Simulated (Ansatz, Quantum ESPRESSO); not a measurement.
# Hf2CF2 MXene, 1 layer: biaxial strain by an ASE script, part 2 of 2

How do the band edges of Hf2CF2 MXene, 1 layer move against the vacuum when the sheet is stretched?

Quantum ESPRESSO 7.5; plane-wave DFT, PBE, GBRV ultrasoft pseudopotentials; geometry by Ansatz 0.2.0 with PAW datasets.

So far: The starting structure; Relaxation with Ansatz.

**3. The script**

Under ESM bc1 levels count from the vacuum, or from the mean of the two vacuum levels where the sheet has a dipole, so band edges at unlike strains can be compared.

Level of this step: plane-wave DFT, PBE, GBRV ultrasoft pseudopotentials (Quantum ESPRESSO 7.5).

The input, run.py:

```python
import json
import numpy as np
from ase import Atoms
from ase.calculators.espresso import Espresso, EspressoProfile

profile = EspressoProfile(command='mpirun -n 4 pw.x -nk 4', pseudo_dir='../pseudo')
pseudopotentials = {'C': 'c_pbe_v1.2.uspp.F.UPF', 'F': 'f_pbe_v1.4.uspp.F.UPF', 'Hf': 'hf_pbe_v1.uspp.F.UPF'}
system = {'ecutwfc': 40, 'ecutrho': 200, 'occupations': 'smearing', 'smearing': 'fd', 'degauss': 0.002}


def calculator(name, kpts, **extra):
    data = dict(control=dict(tprnfor=True, verbosity='high', disk_io='none'),
                system=system | extra,
                electrons=dict(conv_thr=1e-09, mixing_beta=0.4, mixing_mode='plain',
                               electron_maxstep=100))
    return Espresso(profile=profile, directory=name, pseudopotentials=pseudopotentials, kpts=kpts, input_data=data)


def centre(atoms):
    z = atoms.positions[:, 2]
    atoms.positions[:, 2] -= (z.max() + z.min()) / 2  # ESM wants the slab about z = 0
    return atoms

sheet = Atoms(
    ['F', 'Hf', 'C', 'Hf', 'F'],
    scaled_positions=[
        [0.3333333333, 0.6666666667, 0.3697738392],
        [0.6666666667, 0.3333333333, 0.4387585666],
        [0.0000000000, 0.0000000000, 0.5000000007],
        [0.3333333333, 0.6666666667, 0.5612414352],
        [0.6666666667, 0.3333333333, 0.6302261582]],
    cell=[
        [3.275547336668, 0.000000000000, 0.000000000000],
        [-1.637773668334, 2.836707204853, 0.000000000000],
        [0.000000000000, 0.000000000000, 19.590682403600]],
    pbc=True)

rows = []
for strain in [-0.03, -0.015, 0.0, 0.015, 0.03]:
    atoms = sheet.copy()
    atoms.set_cell(sheet.cell.array * [[1 + strain], [1 + strain], [1]], scale_atoms=True)
    atoms = centre(atoms)
    atoms.calc = calculator(f's{strain:+.3f}', (12, 12, 1), assume_isolated='esm', esm_bc='bc1', nbnd=25)
    energy = atoms.get_potential_energy()
    levels = np.array([atoms.calc.get_eigenvalues(kpt=i) for i in range(len(atoms.calc.get_ibz_k_points()))])
    top, bottom = levels[:, 20].max(), levels[:, 21].min()
    direct = (levels[:, 21] - levels[:, 20]).min()
    rows.append([strain, energy, top, bottom, direct])
    print(f'strain {strain:+.3f}: E = {energy:.5f} eV, valence top {top:.3f}, conduction bottom {bottom:.3f}, '
          f'gap {bottom - top:.3f}, least direct gap {direct:.3f} eV')

x, energy, top, bottom, direct = np.array(rows).T
area = np.linalg.norm(np.cross(*sheet.cell[:2]))
stiffness = np.polyfit(x, energy, 2)[0] / area * 16.0218  # C11 + C12, heights clamped
print(f'valence and conduction edges move by {np.polyfit(x, top, 1)[0]:.2f} and {np.polyfit(x, bottom, 1)[0]:.2f} eV per unit biaxial strain')
print(f'C11 + C12 with clamped heights: {stiffness:.1f} N/m')
json.dump(dict(rows=rows, stiffness=stiffness), open('result.json', 'w'))
```

Command:

```console
$ OMP_NUM_THREADS=1 python run.py
```

Output:

```text
strain -0.030: E = -5811.39726 eV, valence top -3.156, conduction bottom -3.776, gap -0.620, least direct gap 0.000 eV
strain -0.015: E = -5811.51826 eV, valence top -3.206, conduction bottom -3.778, gap -0.572, least direct gap 0.000 eV
strain +0.000: E = -5811.55033 eV, valence top -3.259, conduction bottom -3.786, gap -0.527, least direct gap 0.000 eV
strain +0.015: E = -5811.50851 eV, valence top -3.317, conduction bottom -3.802, gap -0.485, least direct gap 0.000 eV
strain +0.030: E = -5811.39632 eV, valence top -3.380, conduction bottom -3.826, gap -0.446, least direct gap 0.000 eV
valence and conduction edges move by -3.72 and -0.82 eV per unit biaxial strain
C11 + C12 with clamped heights: 295.7 N/m
```

Run time: 3.8 min. Hardware: 4 MPI ranks of Arm Neoverse V2, shared host; peak memory 0.82 GiB.

The input that ASE wrote for the first run, and its log:

```
&CONTROL
   verbosity        = 'high'
   tprnfor          = .true.
   disk_io          = 'none'
   pseudo_dir       = '../pseudo'
/
&SYSTEM
   nbnd             = 25
   ecutwfc          = 40
   ecutrho          = 200
   occupations      = 'smearing'
   degauss          = 0.002
   smearing         = 'fd'
   assume_isolated  = 'esm'
   esm_bc           = 'bc1'
   ntyp             = 3
   nat              = 5
   ibrav            = 0
/
&ELECTRONS
   electron_maxstep = 100
   conv_thr         = 1e-09
   mixing_mode      = 'plain'
   mixing_beta      = 0.4
/
&IONS
/
&CELL
/
&FCP
/
&RISM
/
ATOMIC_SPECIES
F 18.998403163 f_pbe_v1.4.uspp.F.UPF
Hf 178.49 hf_pbe_v1.uspp.F.UPF
C 12.011 c_pbe_v1.2.uspp.F.UPF

K_POINTS automatic
12 12 1  0 0 0

CELL_PARAMETERS angstrom
3.17728091656796 0.00000000000000 0.00000000000000
-1.58864045828398 2.75160598870741 0.00000000000000
0.00000000000000 0.00000000000000 19.59068240360000

ATOMIC_POSITIONS angstrom
F -0.0000000002 1.8344039926 -2.5512193314  
Hf 1.5886404584 0.9172019961 -1.1997614462  
C 0.0000000000 0.0000000000 0.0000000392  
Hf -0.0000000002 1.8344039926 1.1997615324  
F 1.5886404584 0.9172019961 2.5512193314
```

```text
Program PWSCF v.7.5 starts
[citation notice left out]

     Parallel version (MPI & OpenMP), running on       4 processor cores
     Number of MPI processes:                 4
     Threads/MPI process:                     1

     MPI processes distributed on     1 nodes
[... 1 line left out ...]

Warning: card &CELL ignored
Warning: card &FCP ignored
Warning: card &RISM ignored

     Current dimensions of program PWSCF are:
     Max number of different atomic species (ntypx) = 10
     Max number of k-points (npk) =  40000
     Max angular momentum in pseudopotentials (lmaxx) =  4
     Message from routine setup:
     using ibrav=0 with symmetry is DISCOURAGED, use correct ibrav instead

     K-points division:     npool     =       4
     Subspace diagonalization in iterative solution of the eigenvalue problem:
     a serial algorithm will be used

     G-vector sticks info
     --------------------
     sticks:   dense  smooth     PW     G-vecs:    dense   smooth      PW
     Sum         499     397    121                55445    39425    6803

     Using Slab Decomposition

     bravais-lattice index     =            0
     lattice parameter (alat)  =       6.0042  a.u.
     unit-cell volume          =    1155.8142 (a.u.)^3
     number of atoms/cell      =            5
     number of atomic types    =            3
     number of electrons       =        42.00
     number of Kohn-Sham states=           25
     kinetic-energy cutoff     =      40.0000  Ry
     charge density cutoff     =     200.0000  Ry
     scf convergence threshold =      1.0E-09
     mixing beta               =       0.4000
     number of iterations used =            8  plain     mixing
     Exchange-correlation= SLA  PW   PBE  PBE
                           (   1   4   3   4   0   0   0)

     Effective Screening Medium Method
     =================================
     Boundary Conditions: Vacuum-Slab-Vacuum
     total charge in unit cell        =   0.0000
     grid points for fit at edges     =        4

[... 10 lines left out ...]
     PseudoPot. # 1 for F  read from file:
     ../pseudo/f_pbe_v1.4.uspp.F.UPF
     Pseudo is Ultrasoft, Zval =  7.0
     Generated by new atomic code, or converted to UPF format
     Using radial grid of  799 points,  4 beta functions with:
                l(1) =   0
                l(2) =   0
                l(3) =   1
                l(4) =   1
     Q(r) pseudized with  8 coefficients,  rinner =    0.950   0.950   0.950

     PseudoPot. # 2 for Hf read from file:
     ../pseudo/hf_pbe_v1.uspp.F.UPF
     Pseudo is Ultrasoft + core correction, Zval = 12.0
     Generated by new atomic code, or converted to UPF format
     Using radial grid of  921 points,  8 beta functions with:
                l(1) =   0
                l(2) =   0
                l(3) =   0
                l(4) =   1
                l(5) =   1
                l(6) =   2
                l(7) =   2
[... 857 lines left out ...]

     negative rho (up, down):  2.123E-01 0.000E+00

     Forces acting on atoms (cartesian axes, Ry/au):

     atom    1 type  1   force =    -0.00000000   -0.00000000   -0.01029700
     atom    2 type  2   force =     0.00000000    0.00000000   -0.02234245
     atom    3 type  3   force =     0.00000000   -0.00000000    0.00000000
     atom    4 type  2   force =     0.00000000    0.00000000    0.02234245
     atom    5 type  1   force =     0.00000000    0.00000000    0.01029700
     The non-local contrib.  to forces
     atom    1 type  1   force =    -0.00000000   -0.00000000    0.97115424
     atom    2 type  2   force =     0.00000000    0.00000000   -0.38229867
     atom    3 type  3   force =     0.00000000    0.00000000    0.00000000
     atom    4 type  2   force =     0.00000000   -0.00000000    0.38229867
     atom    5 type  1   force =    -0.00000000   -0.00000000   -0.97115424
     The ionic contribution  to forces
     atom    1 type  1   force =     0.00000000   -0.00000000  -94.63970414
     atom    2 type  2   force =    -0.00000000    0.00000000  -77.50438927
     atom    3 type  3   force =    -0.00000000   -0.00000000   -0.00000003
     atom    4 type  2   force =     0.00000000   -0.00000000   77.50439000
     atom    5 type  1   force =    -0.00000000    0.00000000   94.63970345
     The local contribution  to forces
     atom    1 type  1   force =     0.00000003   -0.00000002   93.65821839
     atom    2 type  2   force =    -0.00000001    0.00000001   77.88393669
     atom    3 type  3   force =     0.00000000    0.00000000   -0.00000110
     atom    4 type  2   force =     0.00000001   -0.00000001  -77.88394613
     atom    5 type  1   force =    -0.00000001    0.00000002  -93.65821802
     The core correction contribution to forces
     atom    1 type  1   force =     0.00000000    0.00000000    0.00000000
     atom    2 type  2   force =     0.00000000   -0.00000000   -0.01971074
     atom    3 type  3   force =     0.00000000    0.00000000    0.00000000
     atom    4 type  2   force =    -0.00000000    0.00000000    0.01971134
     atom    5 type  1   force =     0.00000000    0.00000000    0.00000000
     The Hubbard contrib.    to forces
     atom    1 type  1   force =     0.00000000    0.00000000    0.00000000
     atom    2 type  2   force =     0.00000000    0.00000000    0.00000000
     atom    3 type  3   force =     0.00000000    0.00000000    0.00000000
     atom    4 type  2   force =     0.00000000    0.00000000    0.00000000
     atom    5 type  1   force =     0.00000000    0.00000000    0.00000000
     The SCF correction term to forces
     atom    1 type  1   force =    -0.00000000   -0.00000000    0.00003435
     atom    2 type  2   force =    -0.00000000    0.00000000    0.00011548
     atom    3 type  3   force =     0.00000000    0.00000000   -0.00000000
     atom    4 type  2   force =    -0.00000000   -0.00000000   -0.00011548
     atom    5 type  1   force =    -0.00000000    0.00000000   -0.00003435

     Total force =     0.034791     Total SCF correction =     0.000170
     Message from routine punch:
     Nothing written, as per user request (disk_io='none')

[... 1 line left out ...]

[... 1 line left out ...]

[... 1 line left out ...]

[... 3 lines left out ...]

[... 1 line left out ...]

[... 2 lines left out ...]

[... 1 line left out ...]

[... 1 line left out ...]

=------------------------------------------------------------------------------=
   JOB DONE.
=------------------------------------------------------------------------------=
```

Numbers from this step:

```
biaxial stiffness : 295.7 N/m
```

Band edge from the vacuum level against biaxial strain:

```
biaxial strain (%)  valence top (eV)  conduction bottom (eV)
             -3.00             -3.16                   -3.78
             -1.50             -3.21                   -3.78
              0.00             -3.26                   -3.79
              1.50             -3.32                   -3.80
              3.00             -3.38                   -3.83
```

The gap by biaxial strain:

```
biaxial strain (%)  on the mesh (eV)  least direct (eV)
             -3.00            -0.620             1.0e-4
             -1.50            -0.572                  0
              0.00            -0.527             1.0e-4
              1.50            -0.485             5.0e-4
              3.00            -0.446                  0
```

Energy over the lowest against biaxial strain:

```
biaxial strain (%)  energy over the lowest (meV)
             -3.00                           153
             -1.50                          32.1
              0.00                             0
              1.50                          41.8
              3.00                           154
```

**4. Running the series: PBE, PseudoDojo norm-conserving**

Level of this step: plane-wave DFT, PBE, PseudoDojo norm-conserving pseudopotentials (Quantum ESPRESSO 7.5).

run.py, as its differences from the input of step 3:

```diff
@@ -6,4 +6,4 @@
 profile = EspressoProfile(command='mpirun -n 4 pw.x -nk 4', pseudo_dir='../pseudo')
-pseudopotentials = {'C': 'c_pbe_v1.2.uspp.F.UPF', 'F': 'f_pbe_v1.4.uspp.F.UPF', 'Hf': 'hf_pbe_v1.uspp.F.UPF'}
-system = {'ecutwfc': 40, 'ecutrho': 200, 'occupations': 'smearing', 'smearing': 'fd', 'degauss': 0.002}
+pseudopotentials = {'C': 'C.dojo-sr-pbe-0.4.1-standard.upf', 'F': 'F.dojo-sr-pbe-0.4.1-standard.upf', 'Hf': 'Hf.dojo-sr-pbe-0.4.1-standard.upf'}
+system = {'ecutwfc': 74, 'ecutrho': 296, 'occupations': 'smearing', 'smearing': 'fd', 'degauss': 0.002}
```

Command:

```console
$ OMP_NUM_THREADS=1 python run.py
```

Output:

```text
strain -0.030: E = -4581.98488 eV, valence top -3.135, conduction bottom -3.751, gap -0.617, least direct gap 0.000 eV
strain -0.015: E = -4582.10409 eV, valence top -3.186, conduction bottom -3.754, gap -0.569, least direct gap 0.000 eV
strain +0.000: E = -4582.13772 eV, valence top -3.240, conduction bottom -3.764, gap -0.523, least direct gap 0.000 eV
strain +0.015: E = -4582.09450 eV, valence top -3.299, conduction bottom -3.781, gap -0.482, least direct gap 0.000 eV
strain +0.030: E = -4581.98226 eV, valence top -3.362, conduction bottom -3.805, gap -0.443, least direct gap 0.000 eV
valence and conduction edges move by -3.79 and -0.89 eV per unit biaxial strain
C11 + C12 with clamped heights: 295.5 N/m
```

It took 10 min on 4 MPI ranks; peak memory 0.8 GiB.

This step gave:

```
biaxial stiffness : 295.5 N/m
```

Table of band edge from the vacuum level by biaxial strain:

```
biaxial strain (%)  valence top (eV)  conduction bottom (eV)
             -3.00             -3.13                   -3.75
             -1.50             -3.19                   -3.75
              0.00             -3.24                   -3.76
              1.50             -3.30                   -3.78
              3.00             -3.36                   -3.81
```

The gap by biaxial strain:

```
biaxial strain (%)  on the mesh (eV)  least direct (eV)
             -3.00            -0.617             1.0e-4
             -1.50            -0.569                  0
              0.00            -0.523             1.0e-4
              1.50            -0.482             1.0e-4
              3.00            -0.443                  0
```

Table of energy over the lowest by biaxial strain:

```
biaxial strain (%)  energy over the lowest (meV)
             -3.00                           153
             -1.50                          33.6
              0.00                             0
              1.50                          43.2
              3.00                           155
```

**5. Running the series, with pools = 64**

One more run, with a changed input.

Level of this step: plane-wave DFT, PBE, GBRV ultrasoft pseudopotentials (Quantum ESPRESSO 7.5).

run.py, as its differences from the input of step 3:

```diff
@@ -5,3 +5,3 @@
 
-profile = EspressoProfile(command='mpirun -n 4 pw.x -nk 4', pseudo_dir='../pseudo')
+profile = EspressoProfile(command='mpirun -n 4 pw.x -nk 64', pseudo_dir='../pseudo')
 pseudopotentials = {'C': 'c_pbe_v1.2.uspp.F.UPF', 'F': 'f_pbe_v1.4.uspp.F.UPF', 'Hf': 'hf_pbe_v1.uspp.F.UPF'}
@@ -14,3 +14,3 @@
                 electrons=dict(conv_thr=1e-09, mixing_beta=0.4, mixing_mode='plain',
-                               electron_maxstep=100))
+                               electron_maxstep=60))
     return Espresso(profile=profile, directory=name, pseudopotentials=pseudopotentials, kpts=kpts, input_data=data)
@@ -38,3 +38,3 @@
 rows = []
-for strain in [-0.03, -0.015, 0.0, 0.015, 0.03]:
+for strain in [-0.03, -0.015, 0.0]:
     atoms = sheet.copy()
```

Command:

```console
$ OMP_NUM_THREADS=1 python run.py
```

Output:

```text
subprocess.CalledProcessError: the calculator's command failed
```

The job ended after 2 s (4 MPI ranks; peak memory 0.32 GiB).

The input that ASE wrote for the run that failed, and its log:

```
&CONTROL
   verbosity        = 'high'
   tprnfor          = .true.
   disk_io          = 'none'
   pseudo_dir       = '../pseudo'
/
&SYSTEM
   nbnd             = 25
   ecutwfc          = 40
   ecutrho          = 200
   occupations      = 'smearing'
   degauss          = 0.002
   smearing         = 'fd'
   assume_isolated  = 'esm'
   esm_bc           = 'bc1'
   ntyp             = 3
   nat              = 5
   ibrav            = 0
/
&ELECTRONS
   electron_maxstep = 60
   conv_thr         = 1e-09
   mixing_mode      = 'plain'
   mixing_beta      = 0.4
/
&IONS
/
&CELL
/
&FCP
/
&RISM
/
ATOMIC_SPECIES
F 18.998403163 f_pbe_v1.4.uspp.F.UPF
Hf 178.49 hf_pbe_v1.uspp.F.UPF
C 12.011 c_pbe_v1.2.uspp.F.UPF

K_POINTS automatic
12 12 1  0 0 0

CELL_PARAMETERS angstrom
3.17728091656796 0.00000000000000 0.00000000000000
-1.58864045828398 2.75160598870741 0.00000000000000
0.00000000000000 0.00000000000000 19.59068240360000

ATOMIC_POSITIONS angstrom
F -0.0000000002 1.8344039926 -2.5512193314  
Hf 1.5886404584 0.9172019961 -1.1997614462  
C 0.0000000000 0.0000000000 0.0000000392  
Hf -0.0000000002 1.8344039926 1.1997615324  
F 1.5886404584 0.9172019961 2.5512193314
```

```text
Program PWSCF v.7.5 starts
[citation notice left out]

     Parallel version (MPI & OpenMP), running on       4 processor cores
     Number of MPI processes:                 4
     Threads/MPI process:                     1

     MPI processes distributed on     1 nodes
[... 1 line left out ...]

Warning: card &CELL ignored
Warning: card &FCP ignored
Warning: card &RISM ignored

     Current dimensions of program PWSCF are:
     Max number of different atomic species (ntypx) = 10
     Max number of k-points (npk) =  40000
     Max angular momentum in pseudopotentials (lmaxx) =  4
     Message from routine setup:
     using ibrav=0 with symmetry is DISCOURAGED, use correct ibrav instead

 %%%%%%%%%%%%%%%%%%%%%%%%%%%%%%%%%%%%%%%%%%%%%%%%%%%%%%%%%%%%%%%%%%%%%%%%%%%%%%
     Error in routine mp_start_pools (1):
     invalid number of pools, out of range
 %%%%%%%%%%%%%%%%%%%%%%%%%%%%%%%%%%%%%%%%%%%%%%%%%%%%%%%%%%%%%%%%%%%%%%%%%%%%%%

     stopping ...
```

The input was rejected at the start.

The fault put into the input: more pools than k-points or ranks (pools = 64).

The number of pools must divide the number of ranks; pools beyond the number of k-points stand idle.

**6. Worked from the printed numbers**

Under equal strain ε in the plane, E = A (C11 + C12) ε². From the points at ±1.5 %: d²E/dε² = (32.06 + 41.81 − 2 × 0.00) meV / 0.015² = 328 eV, and 328/(2 × 9.292 Å²) × 16.02 = 283 N/m.

**7. Summary of results**

| Quantity | Value |
| --- | --- |
| C11 + C12, heights clamped, PBE, GBRV ultrasoft | 296 N/m |
| C11 + C12, heights clamped, PBE, PseudoDojo norm-conserving | 295 N/m |

In words: The sheet's biaxial stiffness comes to 296 N/m (PBE, GBRV ultrasoft). The bands overlap at every strain: the sheet is a metal, and edges by band count are no gaps. Heights are clamped under strain, which makes a sheet with several atomic planes too stiff. Semilocal gaps are too small. Spin-orbit coupling is left out; depending on the atoms that carry the levels of interest, it can split and shift them by tenths of an eV to an eV or more.

[Logs are printed without paths, hosts, clocks, repeated set-up lines and the standing remarks that a program may print on its own settings, such as how far it seeks lower states.]

[Hosts, paths, dates, database ids (printed as entryN), source tags and the programs' standing remarks are cut or masked in the printed files.]

[Maps of the electrostatic potential energy from Ansatz leave out the sawtooth potential of an applied field or a dipole correction, so their vacuum need not be flat; planar profiles and work functions include it.]
